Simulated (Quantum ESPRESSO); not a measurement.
## GaAs (F-43m): modes at Γ and the response to a field

Which modes does GaAs (F-43m) have at the zone centre?

Calculated with Quantum ESPRESSO 7.5; DFT LDA, scalar-relativistic, plane waves, GBRV ultrasoft pseudopotentials.

## Step 1: Starting point

It takes space group F-43m (No. 216, cubic). Conventional cell: a = 5.654 Å, b = 5.654 Å, c = 5.654 Å, α = 90.00°, β = 90.00°, γ = 90.00°. Nearest to Ga lie 4 As at 2.45 Å. As has 4 Ga at 2.45 Å nearest. Farther neighbours are not listed.

## Step 2: A probe with smearing

Before anything dear is run, a loose run with smearing shows whether this is a metal and how far the cell is from rest.

File probe.in:

```
&CONTROL
  calculation = 'scf'
  prefix      = 'x'
  outdir      = './tmp'
  pseudo_dir  = './pseudo'
  tprnfor     = .true.
  tstress     = .true.
  verbosity   = 'high'
/
&SYSTEM
  ibrav       = 0
  nat         = 2
  ntyp        = 2
  ecutwfc     = 50.0
  ecutrho     = 400.0
  occupations = 'smearing'
  smearing    = 'gaussian'
  degauss     = 0.01
/
&ELECTRONS
  conv_thr         = 1.0d-07
  mixing_beta      = 0.7
  electron_maxstep = 100
/
ATOMIC_SPECIES
 Ga     69.7230  Ga.upf
 As     74.9216  As.upf
CELL_PARAMETERS angstrom
    -2.826850000    0.000000000    2.826850000
     0.000000000    2.826850000    2.826850000
    -2.826850000    2.826850000    0.000000000
ATOMIC_POSITIONS crystal
 Ga     0.000000000   0.000000000   0.000000000
 As     0.250000000   0.250000000   0.250000000
K_POINTS automatic
 6 6 6 1 1 1
```

The run is started by

```sh
> OMP_NUM_THREADS=1 mpirun -n 4 pw.x -nk 4 -in probe.in > probe.out
```

The program printed:

```text
[banners, grids, parts of the stress and lines that vanish by symmetry left out]
Program PWSCF v.7.5
     Message from routine setup:
     using ibrav=0 with symmetry is DISCOURAGED, use correct ibrav instead
[...]
kinetic-energy cutoff     =      50.0000  Ry
     charge density cutoff     =     400.0000  Ry
     scf convergence threshold =      1.0E-07
[...]
Exchange-correlation= SLA  PZ   NOGX NOGC
                           (   1   1   0   0   0   0   0)
[...]
24 Sym. Ops. (no inversion) found
[...]
(     0          1          0      )
                  (     0          0          1      )
[...]
(  0.0000000  1.0000000  0.0000000 )
                  ( -0.0000000 -0.0000000  1.0000000 )
[...]
(     1          0         -1      )
                  (     0          0         -1      )
[...]
(  0.0000000  1.0000000  0.0000000 )
[...]
(    -1          0          1      )
                  (    -1          0          0      )
[...]
( -0.0000000 -0.0000000  1.0000000 )
                  (  0.0000000 -1.0000000 -0.0000000 )
[...]
number of k points=    28  Gaussian smearing, width (Ry)=  0.0100
[...]
End of self-consistent calculation
[...]
the Fermi energy is     7.3705 ev
!    total energy              =    -454.82700839 Ry
[...]
convergence has been achieved in  10 iterations
[...]
atom    1 type  1   force =     0.00000000    0.00000000    0.00000000
     atom    2 type  2   force =    -0.00000000    0.00000000   -0.00000000
[...]
Total force =     0.000000     Total SCF correction =     0.000000
[...]
total   stress  (Ry/bohr**3)                   (kbar)     P=      -22.16
[...]
XML data file, charge density, pseudopotentials, collected wavefunctions

   JOB DONE.
```

The job ended after 7.1 s (4 MPI ranks of Arm Neoverse V1, shared host; 27 s of CPU time).

This step gave:

| Item | Value |
| --- | --- |
| volume per atom | 22.59 Å³ |
| pressure | -2.216 GPa |
| gap on the k-mesh | 1.015 eV |

A gap of 1.0 eV opens on this mesh, so the crystal is taken as an insulator; the start stands at -2.2 GPa.

## Step 3: Relaxing the cell and atoms

The relaxation runs at a cutoff a fifth above that of the response, since stress converges more slowly with the basis than frequencies do. Forces and stress are brought to rest with tight thresholds.

File relax.in:

```
&CONTROL
  calculation   = 'vc-relax'
  prefix        = 'x'
  outdir        = './tmp'
  pseudo_dir    = './pseudo'
  tprnfor       = .true.
  tstress       = .true.
  forc_conv_thr = 2.0d-05
  etot_conv_thr = 1.0d-07
  nstep         = 40
/
&SYSTEM
  ibrav       = 0
  nat         = 2
  ntyp        = 2
  ecutwfc     = 60
  ecutrho     = 480.0
  occupations = 'fixed'
  nbnd        = 14
/
&ELECTRONS
  conv_thr         = 1.0d-11
  mixing_beta      = 0.7
  electron_maxstep = 100
/
&IONS
/
&CELL
  press_conv_thr = 0.2
/
ATOMIC_SPECIES
 Ga     69.7230  Ga.upf
 As     74.9216  As.upf
CELL_PARAMETERS angstrom
    -2.826850000    0.000000000    2.826850000
     0.000000000    2.826850000    2.826850000
    -2.826850000    2.826850000    0.000000000
ATOMIC_POSITIONS crystal
 Ga     0.000000000   0.000000000   0.000000000
 As     0.250000000   0.250000000   0.250000000
K_POINTS automatic
 8 8 8 1 1 1
```

The run is started by

```sh
> OMP_NUM_THREADS=1 mpirun -n 4 pw.x -nk 4 -in relax.in > relax.out
```

The program printed:

```text
[banners, grids, parts of the stress and lines that vanish by symmetry left out]
[banner, memory and clock lines left out]
Program PWSCF v.7.5

[...]
kinetic-energy cutoff     =      60.0000  Ry
     charge density cutoff     =     480.0000  Ry
     scf convergence threshold =      1.0E-11
[...]
energy convergence thresh.=      1.0E-07
     force convergence thresh. =      2.0E-05
     press convergence thresh. =      2.0E-01
     Exchange-correlation= SLA  PZ   NOGX NOGC
                           (   1   1   0   0   0   0   0)
[...]
24 Sym. Ops. (no inversion) found
[...]
number of k points=    60
[...]
End of self-consistent calculation
[...]
highest occupied, lowest unoccupied level (ev):     6.9045    7.8467
!    total energy              =    -454.82753127 Ry
[...]
convergence has been achieved in  16 iterations
[...]
atom    1 type  1   force =    -0.00000000   -0.00000000   -0.00000000
     atom    2 type  2   force =     0.00000000    0.00000000    0.00000000
     Total force =     0.000000     Total SCF correction =     0.000000
[...]
total   stress  (Ry/bohr**3)                   (kbar)     P=      -16.22
[...]
number of bfgs steps    =   0
[...]
CELL_PARAMETERS (angstrom)
[...]
ATOMIC_POSITIONS (crystal)
Ga               0.0000000000       -0.0000000000        0.0000000000
As               0.2500000000        0.2500000000        0.2500000000
[...]
New effective cutoffs (rho, wfc):  482.36   60.33
[...]
End of self-consistent calculation
[...]
highest occupied, lowest unoccupied level (ev):     7.0092    7.9754
!    total energy              =    -454.82775994 Ry
[...]
convergence has been achieved in   6 iterations
[...]
atom    1 type  1   force =     0.00000000   -0.00000000    0.00000000
     atom    2 type  2   force =    -0.00000000    0.00000000   -0.00000000
     Total force =     0.000000     Total SCF correction =     0.000000
[...]
total   stress  (Ry/bohr**3)                   (kbar)     P=      -10.73
[...]
number of bfgs steps    =   1
[...]
CELL_PARAMETERS (angstrom)
[...]
ATOMIC_POSITIONS (crystal)
Ga               0.0000000000        0.0000000000       -0.0000000000
As               0.2500000000        0.2500000000        0.2500000000
[...]
New effective cutoffs (rho, wfc):  486.38   60.84
[...]
End of self-consistent calculation
[...]
highest occupied, lowest unoccupied level (ev):     7.1685    8.1714
!    total energy              =    -454.82791464 Ry
[...]
convergence has been achieved in   8 iterations
[...]
atom    1 type  1   force =     0.00000000    0.00000000    0.00000000
     atom    2 type  2   force =     0.00000000    0.00000000    0.00000000
     Total force =     0.000000     Total SCF correction =     0.000000
[...]
total   stress  (Ry/bohr**3)                   (kbar)     P=       -1.87
[...]
number of bfgs steps    =   2
[...]
CELL_PARAMETERS (angstrom)
[...]
ATOMIC_POSITIONS (crystal)
[...]
New effective cutoffs (rho, wfc):  487.23   60.94
[...]
End of self-consistent calculation
[...]
highest occupied, lowest unoccupied level (ev):     7.2022    8.2129
!    total energy              =    -454.82791952 Ry
[...]
convergence has been achieved in   7 iterations
[...]
atom    1 type  1   force =     0.00000000    0.00000000    0.00000000
     atom    2 type  2   force =     0.00000000   -0.00000000    0.00000000
     Total force =     0.000000     Total SCF correction =     0.000000
[...]
total   stress  (Ry/bohr**3)                   (kbar)     P=        0.04
[...]
number of bfgs steps    =   3
[...]
small trust_radius: resetting bfgs history
[...]
CELL_PARAMETERS (angstrom)
[...]
ATOMIC_POSITIONS (crystal)
[...]
New effective cutoffs (rho, wfc):  487.23   60.94
[...]
End of self-consistent calculation
[...]
highest occupied, lowest unoccupied level (ev):     7.2020    8.2126
!    total energy              =    -454.82791952 Ry
[...]
convergence has been achieved in   4 iterations
[...]
atom    1 type  1   force =     0.00000000    0.00000000    0.00000000
     atom    2 type  2   force =    -0.00000000   -0.00000000   -0.00000000
     Total force =     0.000000     Total SCF correction =     0.000000
[...]
total   stress  (Ry/bohr**3)                   (kbar)     P=        0.03
[...]
bfgs converged in   5 scf cycles and   4 bfgs steps
[...]
End of BFGS Geometry Optimization
     Final enthalpy           =    -454.8279195249 Ry
     File ./tmp/x.bfgs deleted, as requested
[...]
CELL_PARAMETERS (angstrom)
[...]
ATOMIC_POSITIONS (crystal)
Ga               0.0000000000        0.0000000000       -0.0000000000
As               0.2500000000        0.2500000000        0.2500000000
[...]
Final scf calculation at the relaxed structure.
[...]
kinetic-energy cutoff     =      60.0000  Ry
     charge density cutoff     =     480.0000  Ry
     scf convergence threshold =      1.0E-13
[...]
press convergence thresh. =      2.0E-01
     Exchange-correlation= SLA  PZ   NOGX NOGC
                           (   1   1   0   0   0   0   0)
[...]
24 Sym. Ops. (no inversion) found
[...]
number of k points=    60
[...]
c_bands:  1 eigenvalues not converged
     c_bands:  1 eigenvalues not converged
     c_bands:  1 eigenvalues not converged
     c_bands:  1 eigenvalues not converged
     c_bands:  1 eigenvalues not converged
[...]
End of self-consistent calculation
[...]
highest occupied, lowest unoccupied level (ev):     7.2020    8.2126
!    total energy              =    -454.82785929 Ry
[...]
convergence has been achieved in  19 iterations
[...]
atom    1 type  1   force =     0.00000000    0.00000000   -0.00000000
     atom    2 type  2   force =     0.00000000    0.00000000    0.00000000
     Total force =     0.000000     Total SCF correction =     0.000000
[...]
total   stress  (Ry/bohr**3)                   (kbar)     P=        0.22
[...]
XML data file, charge density, pseudopotentials, collected wavefunctions
```

Run time: 88 s. Hardware: 4 MPI ranks.

Step by step:

```
step  energy less that of the first step (eV)  largest force (eV/Å)  pressure (GPa)  volume (Å³)
   1                                   0.0000                0.0000           -1.62        45.18
   2                                  -0.0031                0.0000           -1.07        44.81
   3                                  -0.0052                0.0000           -0.19        44.25
   4                                  -0.0053                0.0000            0.00        44.14
   5                                  -0.0053                0.0000            0.00        44.14
   6                                  -0.0045                0.0000            0.02        44.14
```

```
conventional cell, symmetrised  before  after  change
                         a (Å)   5.654  5.610  -0.8 %
                         b (Å)   5.654  5.610  -0.8 %
                         c (Å)   5.654  5.610  -0.8 %
              volume (Å³/atom)   22.59  22.07  -2.3 %
```

The relaxed structure:

```
CELL_PARAMETERS angstrom
-2.80494 0.00000 2.80494
0.00000 2.80494 2.80494
-2.80494 2.80494 0.00000
ATOMIC_POSITIONS crystal
Ga 0.00000 0.00000 0.00000
As 0.25000 0.25000 0.25000
```

The last row of the table of steps is pw.x's closing run on a basis chosen anew for the final cell, so its energy can jump.

Numbers from this step:

```
volume per atom   : 22.07 Å³
pressure          : 0.02200 GPa
gap on the k-mesh : 1.011 eV
```

The volume changes by -2.3 % from the cell with which this run began.

## Step 4: Self-consistent run for the response

The response is built on this ground state, so it is converged far tighter than an energy would need. With a gap, occupations are fixed, which also allows the response to an electric field.

File scf.in:

```
&CONTROL
  calculation = 'scf'
  prefix      = 'x'
  outdir      = './tmp'
  pseudo_dir  = './pseudo'
  tprnfor     = .true.
  tstress     = .true.
/
&SYSTEM
  ibrav       = 0
  nat         = 2
  ntyp        = 2
  ecutwfc     = 50.0
  ecutrho     = 400.0
  occupations = 'fixed'
  nbnd        = 14
/
&ELECTRONS
  conv_thr         = 1.0d-12
  mixing_beta      = 0.7
  electron_maxstep = 100
/
ATOMIC_SPECIES
 Ga     69.7230  Ga.upf
 As     74.9216  As.upf
CELL_PARAMETERS angstrom
    -2.804938416    0.000000000    2.804938416
     0.000000000    2.804938416    2.804938416
    -2.804938416    2.804938416    0.000000000
ATOMIC_POSITIONS crystal
 Ga     0.000000000   0.000000000   0.000000000
 As     0.250000000   0.250000000   0.250000000
K_POINTS automatic
 8 8 8 1 1 1
```

The run is started by

```sh
> OMP_NUM_THREADS=1 mpirun -n 4 pw.x -nk 4 -in scf.in > scf.out
```

The program printed:

```text
[banners, grids, parts of the stress and lines that vanish by symmetry left out]
[banner, memory and clock lines left out]
Program PWSCF v.7.5

[...]
kinetic-energy cutoff     =      50.0000  Ry
     charge density cutoff     =     400.0000  Ry
     scf convergence threshold =      1.0E-12
[...]
Exchange-correlation= SLA  PZ   NOGX NOGC
                           (   1   1   0   0   0   0   0)
[...]
24 Sym. Ops. (no inversion) found
[...]
number of k points=    60
[...]
End of self-consistent calculation
[...]
highest occupied, lowest unoccupied level (ev):     7.2026    8.2131
!    total energy              =    -454.82735590 Ry
[...]
convergence has been achieved in  16 iterations
[...]
atom    1 type  1   force =     0.00000000    0.00000000    0.00000000
     atom    2 type  2   force =    -0.00000000    0.00000000    0.00000000
     Total force =     0.000000     Total SCF correction =     0.000000
[...]
total   stress  (Ry/bohr**3)                   (kbar)     P=       -0.22
[...]
XML data file, charge density, pseudopotentials, collected wavefunctions
```

It took 16 s on 4 MPI ranks.

This step gave:

```
pressure : -0.02200 GPa
```

The cell stands at -0.022 GPa, close enough for phonons.

[end of part 1 of 2]

[Host names and launcher messages were left out of these logs when they were recorded.]

[Logs are printed without paths, hosts, clocks, repeated set-up lines and the standing remarks that a program may print on its own settings, such as how far it seeks lower states.]

[Hosts, paths, dates, database ids (printed as entryN), source tags and the programs' standing remarks are cut or masked in the printed files.]
